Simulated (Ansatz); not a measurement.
**CsSrF3 (Pm-3m): following an unstable mode**

Aim: this structure of CsSrF3 (Pm-3m) is to be tested for unstable modes, and one is followed downhill.

Main program and level: Ansatz 0.2.0; DFT PBEsol, scalar-relativistic, plane waves, PAW; PAW set soft_1.

## 1. The structure

It takes space group Pm-3m (No. 221, cubic). The conventional cell has a = 4.737 Å, b = 4.737 Å, c = 4.737 Å, α = 90.00°, β = 90.00°, γ = 90.00°. Nearest to Cs lie 12 F at 3.35 Å. Sr has 6 F at 2.37 Å nearest. Nearest to F lie 2 Sr at 2.37 Å and 4 Cs at 3.35 Å. Farther neighbours and most contacts between anions are not listed.

## 2. The dispersion

The cell comes from relaxations at this level that are not shown. Stability and thermal properties need the whole zone. Linear response on a 2×2×2 q mesh gives force constants as far as a supercell of that size would, and the tensors from the zone-centre run are typed in so that the long-range dipole term is interpolated apart.

input.yaml reads:

```yaml
crystal:
  lattice:
    - [4.7371927409, 0.0, 0.0]
    - [0.0, 4.7371927409, 0.0]
    - [0.0, 0.0, 4.7371927409]
  atoms:
    - { symbol: Cs, position: [0.0, 0.0, 0.0] }
    - { symbol: Sr, position: [0.5, 0.5, 0.5] }
    - { symbol: F, position: [0.0, 0.5, 0.5] }
    - { symbol: F, position: [0.5, 0.0, 0.5] }
    - { symbol: F, position: [0.5, 0.5, 0.0] }
kpoints:
  mp_grid: { grid: [6, 6, 6] }
hamiltonian:
  xc: pbesol
  pseudopotentials: { kind: paw, azcp: { folder: soft_1 }, xc_functional: pbe }
scf:
  occupations: { method: fixed }
output:
  eigenvalues: true
phonons:
  method: dfpt
  qmesh: [2, 2, 2]
  temperatures: { t_max: 1000, t_step: 50 }
  qpath:
    path:
      - [[0.0, 0.0, 0.0], [0.0, 0.5, 0.0], [0.5, 0.5, 0.0], [0.0, 0.0, 0.0], [0.5, 0.5, 0.5], [0.0, 0.5, 0.0]]
      - [[0.5, 0.5, 0.5], [0.5, 0.5, 0.0]]
    npoints: 10
  non_analytic_term:
    high_frequency_dielectric_tensor: [[2.2877, 0.0, 0.0], [0.0, 2.2877, 0.0], [0.0, 0.0, 2.2877]]
    born_effective_charges:
      - { species: Cs, tensor: [[1.3028, 0.0, 0.0], [0.0, 1.3028, 0.0], [0.0, 0.0, 1.3028]] }
      - { species: Sr, tensor: [[2.4582, 0.0, 0.0], [0.0, 2.4582, 0.0], [0.0, 0.0, 2.4582]] }
      - { species: F, tensor: [[-1.7053, 0.0, 0.0], [0.0, -1.0279, 0.0], [0.0, 0.0, -1.0279]] }
      - { species: F, tensor: [[-1.0279, 0.0, 0.0], [0.0, -1.7053, 0.0], [0.0, 0.0, -1.0279]] }
      - { species: F, tensor: [[-1.0279, 0.0, 0.0], [0.0, -1.0279, 0.0], [0.0, 0.0, -1.7053]] }
    source: "zone-centre run at this cell"
```

Command:

```sh
$ ansatz run input.yaml --threads 4 --pin off --max-ram 10240MiB --backend cpu --events-out ev --progress --plain --runs-dir out
```

Numbers of over 12 decimals in the logs are rounded to 6 here.

Output:

```text
Engine: ansatz 0.2.0, aarch64-unknown-linux-gnu
Pseudopotentials: kind: paw
Pseudopotential: Cs, paw, valence charge 9, recommended cutoff 420 eV (normal), soft_1/Cs.paw.azcp
Pseudopotential: Sr, paw, valence charge 10, recommended cutoff 420 eV (normal), soft_1/Sr.paw.azcp
Pseudopotential: F, paw, valence charge 7, recommended cutoff 420 eV (normal), soft_1/F.paw.azcp
Functional definition: PBEsol
  exchange = pbesol_x
  correlation = pbesol_c
Crystal: 5 atoms, lattice volume = 106.307 Å³
Basis set: ecut = 420 eV, 2103 PW (Γ), exchange–correlation on 64×64×64 points (8 copies of the dense FFT grid, shifted against one another)
Bands: 25, of which v1, the nominal top of the filled ones, is band 20 counted from 1 (19 counted from 0)
Symmetry: 48 space group operations
k-points: 20 of 216
Non-local potential: Cs, projectors of the file, l = 0: 3, l = 1: 2, l = 2: 2, l = 3: 2
Non-local potential: Sr, projectors of the file, l = 0: 3, l = 1: 2, l = 2: 2
Non-local potential: F, projectors of the file, l = 0: 2, l = 1: 2, l = 2: 1
PAW form: soft (Blöchl's): semilocal exchange-correlation on the pseudo side does not see the compensation charge
PAW frozen core: Cs, regenerated for the run's functional, and the local potential with it (the file was generated under x = pbe(κ = 0.804, μ = 0.219515), c = pbe(β = 0.066725))
PAW frozen core: Sr, regenerated for the run's functional, and the local potential with it (the file was generated under x = pbe(κ = 0.804, μ = 0.219515), c = pbe(β = 0.066725))
PAW frozen core: F, regenerated for the run's functional, and the local potential with it (the file was generated under x = pbe(κ = 0.804, μ = 0.219515), c = pbe(β = 0.066725))
PAW one-centre angular grid: Cs, 194 points (default); XC on 64 Gauss nodes
PAW one-centre angular grid: Sr, 110 points (default); XC on 64 Gauss nodes
PAW one-centre angular grid: F, 110 points (default); XC on 64 Gauss nodes
Initial density: superposition of atomic densities (chi_scale 0.1, normalization cell, long waves kept (reshape's long-wave potential 0.00 eV rms))
Initial wavefunctions: pseudopotential atomic-orbital guess
Functional: x = pbesol(κ = 0.804, μ = 0.123457), c = pbesol(β = 0.046)
SCF iter   1: F=—  HF=-11494.366687 eV  |F-HF|=—  |Δ(HF+E_count)|=         —  Δρ=1.66e-1  dr2=2.49e1  ethr=3.10e-3  ⟨swp⟩=6.4  Hψ=2619  notcnv=0  defer=36
preconditioner: auto → Resta (q_TF=auto, 2.318 Å⁻¹)  ε∞=3.5  [insulator: Δε(μ)=3.185 eV  Ē_g=13.759 eV  n_scr=26 (ndim 8)  ℏωp=21.6 eV  f_vac=0.001  ε∞_Penn≈3.5]
SCF iter   2: F=—  HF=-11489.096681 eV  |F-HF|=—  |Δ(HF+E_count)|=    5.27e0  Δρ=7.55e-2  dr2=3.51e0  ethr=3.10e-3  ⟨swp⟩=4.2  Hψ=1469  notcnv=0  defer=34
SCF iter   3: F=—  HF=-11488.286969 eV  |F-HF|=—  |Δ(HF+E_count)|=   8.10e-1  Δρ=1.88e-2  dr2=4.92e-1  ethr=3.10e-3  ⟨swp⟩=2.2  Hψ=1021  notcnv=0  defer=27
SCF iter   4: F=—  HF=-11488.188364 eV  |F-HF|=—  |Δ(HF+E_count)|=   9.86e-2  Δρ=6.19e-3  dr2=4.00e-2  ethr=1.23e-3  ⟨swp⟩=2.7  Hψ=1060  notcnv=0  defer=50
SCF iter   5: F=—  HF=-11488.188113 eV  |F-HF|=—  |Δ(HF+E_count)|=   2.51e-4  Δρ=1.42e-3  dr2=1.90e-3  ethr=9.99e-5  ⟨swp⟩=3.0  Hψ=883  notcnv=0  defer=53
SCF iter   6: F=—  HF=-11488.188406 eV  |F-HF|=—  |Δ(HF+E_count)|=   2.94e-4  Δρ=3.38e-4  dr2=1.62e-4  ethr=4.74e-6  ⟨swp⟩=2.9  Hψ=882  notcnv=0  defer=55
SCF iter   7: F=—  HF=-11488.188434 eV  |F-HF|=—  |Δ(HF+E_count)|=   2.73e-5  Δρ=1.02e-4  dr2=1.29e-5  ethr=4.05e-7  ⟨swp⟩=2.0  Hψ=774  notcnv=0  defer=54
SCF iter   8: F=—  HF=-11488.188435 eV  |F-HF|=—  |Δ(HF+E_count)|=   1.52e-6  Δρ=1.40e-5  dr2=1.25e-7  ethr=3.21e-8  ⟨swp⟩=2.1  Hψ=796  notcnv=0  defer=51
SCF iter   9: F=—  HF=-11488.188435 eV  |F-HF|=—  |Δ(HF+E_count)|=   2.44e-7  Δρ=2.74e-6  dr2=7.73e-9  ethr=3.12e-10  ⟨swp⟩=2.0  Hψ=831  notcnv=0  defer=45
SCF iter  10: F=—  HF=-11488.188435 eV  |F-HF|=—  |Δ(HF+E_count)|=  6.15e-10  Δρ=2.39e-7  dr2=6.89e-11  ethr=1.93e-11  ⟨swp⟩=2.1  Hψ=779  notcnv=0  defer=45
SCF iter  11: F=-11488.188435 eV  HF=-11488.188435 eV  |F-HF|=3.64e-12  |Δ(HF+E_count)|=  5.82e-11  Δρ=4.80e-8  dr2=2.38e-12  ethr=1.00e-12  ⟨swp⟩=15.9  Hψ=4090  notcnv=0
SCF 1 converged in 11 iterations: F = -11488.188435 eV  dr2 = 2.38e-12
  greatest PAW one-centre occupation: 0.987 electrons in one spin orbital (limit 2), on the Sr atom at site 1 (counted from 0), in its partial waves of l = 0
NSCF: frozen V_eff on 20 k-points
NSCF: frozen V_eff on 64 k-points
DFPT response loops at q = (0, 0, 0) (fractional): preconditioner auto → none (the input reference at scf.mixing.eps_inf says where Resta's filter doesn't serve); β = 0.50; Broyden in place of MSR1
NSCF: frozen V_eff on 128 k-points
DFPT response loops at q = (0, 0, -0.5) (fractional): preconditioner auto → Resta (q_TF=auto, 2.318 Å⁻¹)  ε∞=3.1 (no band partly filled); β = 1.00, the filter's whole step (`scf.mixing.beta` (0.50) is not read by the response loops at its default; to damp them type it under 1.00, their step now; it binds the ground state too); Broyden in place of MSR1
NSCF: frozen V_eff on 128 k-points
DFPT response loops at q = (0, -0.5, -0.5) (fractional): preconditioner auto → none (the input reference at scf.mixing.eps_inf says where Resta's filter doesn't serve); β = 0.50; Broyden in place of MSR1
NSCF: frozen V_eff on 128 k-points
DFPT response loops at q = (-0.5, -0.5, -0.5) (fractional): mixed as the last ones told, above
SCF converged after 11 iterations
Free energy (F): -11488.188435 eV
Harris-Foulkes:  -11488.188435 eV  (|F-HF|=3.64e-12)
Internal energy: -11488.188435 eV  (E = F + TS)
E sigma→0 (E₀):  -11488.188435 eV
Fermi energy:    2.214855 eV
--- Per-component energies (eV) ---
  E_band       = -227.914677
  E_kinetic    = 972.429551
  E_local      = -2934.817982  (includes V_loc(G=0)·N_el)
  E_nonlocal   = 521.006309
  E_hartree    = 1036.256532
  E_xc         = -582.460463
  E_vxc        = -590.438542  (∫ρ·V_xc dr)
  E_paw        = -8211.009494  (= ΣΔE_a)
  E_vpaw       = -268.609173  (= ΣTr[D̂ρ^β])
  E_aug_tail   = 0.002064  (compensation charges beyond the density's cutoff)
  E_ewald      = -2290.000792
  E_core_change = 0.405840  (= ΣΔE_core)
  E_smearing   = -0.000000  (= −TS)
  E_closure    = 0.000000  (closes the sum)
  Σ components = -11488.188435   (vs F -11488.188435, Δ=0.00e0)
--- Band table (eV; the first three rows and the last of 20) ---
  k-point 0: bands = [... 16 lower, 1.9373, 2.2149, 2.2149, 2.2149, 8.5138, 9.9072, 9.9072, 10.8599, ... 1 higher]
  k-point 1: bands = [... 16 lower, 1.8999, 1.9192, 2.2114, 2.2114, 8.8907, 10.0862, 10.2229, 10.9944, ... 1 higher]
  k-point 2: bands = [... 16 lower, 1.8227, 1.8227, 2.2062, 2.2062, 9.6853, 10.4919, 11.0285, 11.3694, ... 1 higher]
  k-point 19: bands = [... 16 lower, 1.5621, 2.1730, 2.1730, 2.1730, 10.6985, 10.6985, 10.6985, 12.7208, ... 1 higher]
--- Phonons (Γ-DFPT): 4 representative perturbations + reference (Σ response iterations 13) ---
  ASR residual: 4.799e-4 → 0.000e0 eV/Å²; symmetrization residual: 3.825e-6 eV/Å²
  ASR residual per site (eV/Å²): 2.88e-5 4.80e-4 4.37e-4 4.37e-4 4.37e-4
  Γ frequencies (cm⁻¹): 0.00 0.00 0.00 22.11 22.11 22.11 53.32 53.32 53.32 119.75 119.75 119.75 345.62 345.62 345.62
--- Phonons (arbitrary-q DFPT): 4 irreducible q on the 2×2×2 mesh ---
  q = [0.0000, 0.0000, 0.0000] (star 1, of the zone-centre solve; hermiticity 1.03e-6, symmetrization 3.13e-13): 0.00 0.00 0.00 22.11 22.11 22.11 53.32 53.32 53.32 119.75 119.75 119.75 345.62 345.62 345.62
  q = [0.0000, 0.0000, -0.5000] (star 3, 9 solved perturbations in 504 linear systems a pass and spin channel, the states on 64 of 216 k-point pairs; hermiticity 4.81e-7, symmetrization 1.29e-7): 25.83 25.83 38.57 38.57 63.01 74.34 86.63 86.63 106.22 106.22 123.59 237.57 345.24 345.24 400.62
  q = [0.0000, -0.5000, -0.5000] (star 3, 9 solved perturbations in 504 linear systems a pass and spin channel, the states on 64 of 216 k-point pairs; hermiticity 4.46e-7, symmetrization 1.22e-7): -61.90 2.27 2.27 31.93 80.78 89.25 89.25 90.86 90.86 183.64 193.80 193.80 344.71 349.46 424.60
  q = [-0.5000, -0.5000, -0.5000] (star 1, 4 solved perturbations in 184 linear systems a pass and spin channel, the states on 64 of 216 k-point pairs; hermiticity 7.23e-8, symmetrization 1.66e-8): -66.36 -66.36 -66.36 27.15 27.15 27.15 150.74 150.74 150.74 184.83 184.83 184.83 349.27 349.27 439.56
  sum rule: each row above includes the acoustic sum rule's correction from the zone centre's row sums; it moved no ω² by more than (2.50 cm⁻¹)²
  mesh force constants: q→R imaginary residual 7.47e-18; ASR residual 4.799e-4 → 0.000e0 eV/Å²; symmetrization residual 3.997e-15 eV/Å²
  interpolated dispersion: 63 rows × 15 modes
  density of states and harmonic sums: on the 14×14×14 q-mesh, interpolated from the force constants of a 2×2×2 supercell (with the dipole–dipole term of supplied tensors)
  largest difference from the sums on the solved wave vectors: F 1.55e-1 eV, S 1.57e-4 and C_V 1.42e-5 eV/K
  zero-point energy: 0.131231 eV/cell   skipped modes (ω ≤ 0): 144, of them read as no rigid motion or as one in doubt: 141 (1.144e0 modes/cell left out, lowest -66.36 cm⁻¹)   left out of the sums: 7.63e-2 of the cell's modes: C_V's classical limit lies that fraction below 3 k_B per atom; for a crystal, a wire or a layer, F and S can be off by more, and a phonons.interpolated_qmesh denser along its periods is the remedy for the sampling
```

Wall time 91 s (4 threads of Arm Neoverse V1, shared host); peak memory 0.81 GiB.

This step gave:

```
gap on the k-mesh                                       : 6.299 eV
volume per atom                                         : 21.26 Å³
sum-rule residual before enforcement                    : 4.80e-4 eV/Å²
lowest frequency on the path                            : -66.36 cm⁻¹
point group                                             : m-3m
highest frequency on the path or at a solved wavevector : 439.6 cm⁻¹
highest optical mode at the zone centre (no LO-TO term) : 345.6 cm⁻¹
lowest optical zone-centre mode                         : 22.11 cm⁻¹
lowest mode on the q mesh (acoustic modes at Γ apart)   : -66.36 cm⁻¹
```

Frequencies (cm⁻¹) solved at each irreducible wavevector; negative means imaginary. Frequencies by wavevector, by row:

```tsv
q in reciprocal lattice units	star	mode 1	mode 2	mode 3	mode 4	mode 13	mode 14	mode 15
0 0 0	1	0	0	0	22.1	345.6	345.6	345.6
0 0 -0.5	3	25.8	25.8	38.6	38.6	345.2	345.2	400.6
0 -0.5 -0.5	3	-61.9	2.3	2.3	31.9	344.7	349.5	424.6
-0.5 -0.5 -0.5	1	-66.4	-66.4	-66.4	27.1	349.3	349.3	439.6
```

Interpolated from a 2×2×2 q mesh, with the LO-TO term (at Γ the limit along the path; where Γ stands inside the path, tables give the limit on arrival). Phonon branches along the path, in cm⁻¹:

```tsv
point	branch 1	branch 2	branch 3	branch 4	branch 12	branch 13	branch 14	branch 15
Γ	0	0	0	22	178	346	346	409
halfway	21	21	32	32	204	345	345	406
X	26	26	39	39	238	345	345	401
halfway	-38	26	29	34	220	345	346	414
M	-62	2	2	32	194	345	350	425
halfway	-22	26	28	42	199	345	345	411
Γ	0	0	0	22	178	346	346	409
halfway	-19	8	8	37	192	346	346	417
R	-66	-66	-66	27	185	349	349	440
halfway	-43	-29	24	30	208	347	347	423
X	26	26	39	39	238	345	345	401
jump to R	-66	-66	-66	27	185	349	349	440
halfway	-64	-38	-38	31	191	347	349	432
M	-62	2	2	32	194	345	350	425
```

Symmetry leaves 4 wavevectors to solve. The lowest mode among them, the acoustic zeros apart, lies at q = (-0.5, -0.5, -0.5) and is imaginary, 66.4i cm⁻¹, so the energy falls along it.

## 3. The mode frozen in, largest atomic shift 0 Å

The mode followed lies at q = (0, -0.5, -0.5) with frequency 61.9i cm⁻¹, one of the unstable modes though not the softest. At small amplitude the distorted cell has space group no. 127 by a symmetry search on the positions. The undistorted cell that holds it gives the zero of energy on the same k mesh.

System of this step: CsSrF3. It takes space group Pm-3m (No. 221, cubic). The conventional cell has a = 4.737 Å, b = 4.737 Å, c = 4.737 Å, α = 90.00°, β = 90.00°, γ = 90.00°. Cs has 12 F at 3.35 Å nearest. Nearest to Sr lie 6 F at 2.37 Å. F has 2 Sr at 2.37 Å and 4 Cs at 3.35 Å nearest. Nearest to F lie 2 Sr at 2.37 Å and 4 Cs at 3.35 Å. Farther neighbours and most contacts between anions are not listed.

input.yaml reads:

```yaml
crystal:
  lattice:
    - [-4.7371927409, 0.0, 0.0]
    - [0.0, -4.7371927409, -4.7371927409]
    - [0.0, -4.7371927409, 4.7371927409]
  atoms:
    - { symbol: Cs, position: [0.0, 0.5, 0.5] }
    - { symbol: Cs, position: [0.0, 1.0, 1.0] }
    - { symbol: Sr, position: [0.5, 0.0, 0.5] }
    - { symbol: Sr, position: [0.5, 0.5, 0.0] }
    - { symbol: F, position: [1.0, 0.0, 0.5] }
    - { symbol: F, position: [1.0, 0.5, 0.0] }
    - { symbol: F, position: [0.5, 0.75, 0.25] }
    - { symbol: F, position: [0.5, 0.25, 0.75] }
    - { symbol: F, position: [0.5, 0.75, 0.75] }
    - { symbol: F, position: [0.5, 0.25, 0.25] }
kpoints:
  mp_grid: { grid: [6, 4, 4] }
hamiltonian:
  xc: pbesol
  pseudopotentials: { kind: paw, azcp: { folder: soft_1 }, xc_functional: pbe }
scf:
  occupations: { method: gaussian, width: 0.02 }
output:
  forces: true
  stress: true
  eigenvalues: true
```

Output:

```text
[...]
Crystal: 10 atoms, lattice volume = 212.615 Å³
Basis set: ecut = 420 eV, 4199 PW (Γ), exchange–correlation on 64×90×90 points (8 copies of the dense FFT grid, shifted against one another)
Bands: 50, of which v1, the nominal top of the filled ones, is band 40 counted from 1 (39 counted from 0)
Symmetry: 32 space group operations
[...]
k-points: 24 of 96
[...]
k-point 0: bands = [... 36 lower, 2.1888, 2.2148, 2.2148, 2.2148, 8.5138, 9.9072, 9.9072, 10.4049, ... 4 higher]
  k-point 1: bands = [... 36 lower, 2.0574, 2.1290, 2.1921, 2.2105, 8.9394, 10.1417, 10.2273, 10.5167, ... 4 higher]
  k-point 2: bands = [... 36 lower, 2.0527, 2.0527, 2.2007, 2.2007, 9.8704, 9.8704, 10.6558, 10.6559, ... 4 higher]
  k-point 23: bands = [... 36 lower, 2.1640, 2.1640, 2.1888, 2.1888, 10.4049, 10.4049, 10.8564, 10.8564, ... 4 higher]
[key lines of the parts left out:]
SCF converged after 10 iterations
Free energy (F): -22976.376991 eV
Fermi energy:    5.364367 eV
P = ⅓ Tr σ = 0.0031 GPa (0.031 kbar)
```

Elapsed: 6.4 s, on 4 threads; peak memory 0.7 GiB; 24 s of CPU time.

Numbers from this step:

```
pressure                         : 0.003086 GPa
energy from the undistorted cell : 0 meV/atom
```

At this level the gap is 6.30 eV on the k-mesh of the self-consistent run, which can miss the band edges.

## 4. The mode frozen in, largest atomic shift 0.32 Å

The atoms are moved along the unstable eigenvector, the largest shift by 0.32 Å, with the cell fixed.

input.yaml, the sections that differ from step 3:

```yaml
crystal:
  lattice:
    - [-4.7371927409, 0.0, 0.0]
    - [0.0, -4.7371927409, -4.7371927409]
    - [0.0, -4.7371927409, 4.7371927409]
  atoms:
    - { symbol: Cs, position: [0.0, 0.5, 0.5] }
    - { symbol: Cs, position: [0.0, 1.0, 1.0] }
    - { symbol: Sr, position: [0.5, 0.0, 0.5] }
    - { symbol: Sr, position: [0.5, 0.5, 0.0] }
    - { symbol: F, position: [1.0, 0.0, 0.5] }
    - { symbol: F, position: [1.0, 0.5, 0.0] }
    - { symbol: F, position: [0.5, 0.7162247224, 0.2837752776] }
    - { symbol: F, position: [0.5, 0.2837752776, 0.7162247224] }
    - { symbol: F, position: [0.5, 0.7837752776, 0.7837752776] }
    - { symbol: F, position: [0.5, 0.2162247224, 0.2162247224] }
# kpoints, hamiltonian, scf, output: as in step 3
```

Output:

```text
[...]
Crystal: 10 atoms, lattice volume = 212.615 Å³
Basis set: ecut = 420 eV, 4199 PW (Γ), exchange–correlation on 64×90×90 points (8 copies of the dense FFT grid, shifted against one another)
Bands: 50, of which v1, the nominal top of the filled ones, is band 40 counted from 1 (39 counted from 0)
Symmetry: 16 space group operations
[...]
k-points: 24 of 96
[...]
k-point 0: bands = [... 36 lower, 2.1347, 2.1598, 2.1598, 2.1707, 8.5148, 9.8845, 10.1423, 10.4223, ... 4 higher]
  k-point 1: bands = [... 36 lower, 2.0502, 2.1119, 2.1385, 2.1632, 8.9494, 10.1740, 10.3716, 10.5673, ... 4 higher]
  k-point 2: bands = [... 36 lower, 2.0665, 2.0665, 2.1491, 2.1491, 9.9071, 9.9071, 10.8246, 10.8246, ... 4 higher]
  k-point 23: bands = [... 36 lower, 2.1216, 2.1216, 2.1231, 2.1231, 10.2849, 10.2849, 10.7418, 10.7418, ... 4 higher]
[key lines of the parts left out:]
SCF converged after 10 iterations
Free energy (F): -22976.411453 eV
Fermi energy:    5.344554 eV
P = ⅓ Tr σ = -0.2774 GPa (-2.774 kbar)
```

It took 6.5 s on 4 threads; peak memory 0.7 GiB.

This step gave:

```yaml
pressure: -0.2774 GPa
gap_on_the_k_mesh: 6.341 eV
energy_from_the_undistorted_cell: -3.446 meV/atom
```

The energy, extrapolated to zero smearing, is -3.45 meV/atom against the undistorted cell.

The run ends at a pressure of -0.28 GPa, with forces up to 0.023 eV/Å.

## 5. Energy along the mode, all amplitudes (two of the runs are shown above)

An imaginary frequency means negative curvature, so the energy should fall and then rise again as anharmonic terms take over.

Numbers from this step:

```
depth at the lowest point sampled  : 3.446 meV/atom
largest atomic shift at that point : 0.32 Å
```

Table of energy from the parent by largest atomic shift:

```tsv
largest atomic shift (Å)	energy from the parent (meV/atom)
0.000	0
0.040	-0.085
0.080	-0.334
0.140	-0.972
0.220	-2.13
0.320	-3.45
0.450	-3.12
0.600	4.12
```

Displacement at unit largest shift by atom:

```tsv
atom	x (Å)	y (Å)	z (Å)	size
Cs1	0.00	0.00	0.00	0.00
Cs2	0.00	0.00	0.00	0.00
Sr3	0.00	0.00	0.00	0.00
Sr4	0.00	0.00	0.00	0.00
F5	0.00	0.00	0.00	0.00
F6	0.00	0.00	0.00	0.00
F7	0.00	0.00	1.00	1.00
F8	0.00	0.00	-1.00	1.00
F9	0.00	-1.00	0.00	1.00
F10	0.00	1.00	0.00	1.00
```

The lowest of the steps tried is at 0.32 Å, 3.45 meV/atom below the parent; the bottom of the well need not coincide with a step.

(Continued in part 2 of 3.)

[Logs are printed without paths, hosts, clocks, repeated set-up lines and the standing remarks that a program may print on its own settings, such as how far it seeks lower states.]

[Hosts, paths, dates, database ids (printed as entryN), source tags and the programs' standing remarks are cut or masked in the printed files.]
